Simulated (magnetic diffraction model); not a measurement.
# Mn4VBi: the ordered moment from one line

Space group P4mm (no. 99), a = 3.7480 Å, c = 6.5790 Å.

```csv
site,atom,x,y,z
1a,Bi,0,0,0.7293
1a,Mn,0,0,0.3325
1b,Mn,1/2,1/2,0.6458
2c,Mn,0,1/2,0.0168
1b,V,1/2,1/2,0.2669
```

This is a made-up structure (elements placed in a structure type, unrelaxed), so the numbers test the method and describe no known phase.

Only Mn is taken to order (form factors of Mn2+); orders and moment sizes are assumed, and not adapted to the symmetry. Radiation: neutrons of λ = 2.41 Å, 8° to 80°; isotropic B of 0.51 Å² (Bi), 0.82 Å² (Mn) and 0.65 Å² (V). The intensities are simulated: I ∝ L Σ (|F_N|² + |F_M⊥|²) for unpolarised neutrons, with F_M = 2.695 fm/μB × Σ f(s) S exp(2πi Q·r) exp(−B s²) at Q = H ± k (one set where k and −k are equivalent), only the part normal to Q counting and L = 1/(sin²θ cos θ). For collinear order S is the moment m, which repeats by lattice and centring translations R with the sign exp(−2πi k·R). Form factors are spin-only for 3d ions and dipole or tabulated for f ions, scattering lengths are Sears's of 1992, and absorption is left out. A label names one of the reflections at its angle. The strongest nuclear line in the range is 100, and lines under 0.2 are left out.

In a first state the assumed order is k = (0 1/2 0), collinear moments along [111], 3.51 μB on Mn; signs + at (0, 0, 0.3325), − at (1/2, 1/2, 0.6458), + at (0, 1/2, 0.0168), + at (1/2, 0, 0.0168), with this pattern:

```csv
2θ (°),index,nuclear,magnetic
18.50,(0 1/2 0),0.0,160.9
21.11,(0 0 1),56.1,0.0
28.21,(0 1/2 1),0.0,71.9
37.51,(1 0 0),25.3,0.0
42.13,(1 1/2 0),0.0,45.3
42.98,(0 0 2),18.7,0.0
43.43,(1 0 1),100.0,0.0
47.16,(0 1/2 2),0.0,15.4
47.59,(1 1/2 1),0.0,53.1
54.09,(1 1 0),11.1,0.0
57.67,(0 3/2 0),0.0,9.1
58.34,(1 0 2),40.4,0.0
58.70,(1 1 1),51.2,0.0
61.76,(1 1/2 2),0.0,25.7
62.11,(0 3/2 1),0.0,17.7
66.66,(0 0 3),10.4,0.0
```
(The table stops after 16 lines; 6 more lie at higher angle.)

**Question.** Nearer the ordering temperature the line at 18.50° has total intensity 14.4 on the same scale, and all moments have shrunk alike. How large is the Mn moment?

The nuclear part, 0.0, stays, so the magnetic part is 14.4 against 160.9. It goes as m², so m = 3.51 × √(14.4/160.9) = 1.05 μB; the value used was 1.05 μB.

[Logs are printed without paths, hosts, clocks, repeated set-up lines and the standing remarks that a program may print on its own settings, such as how far it seeks lower states.]
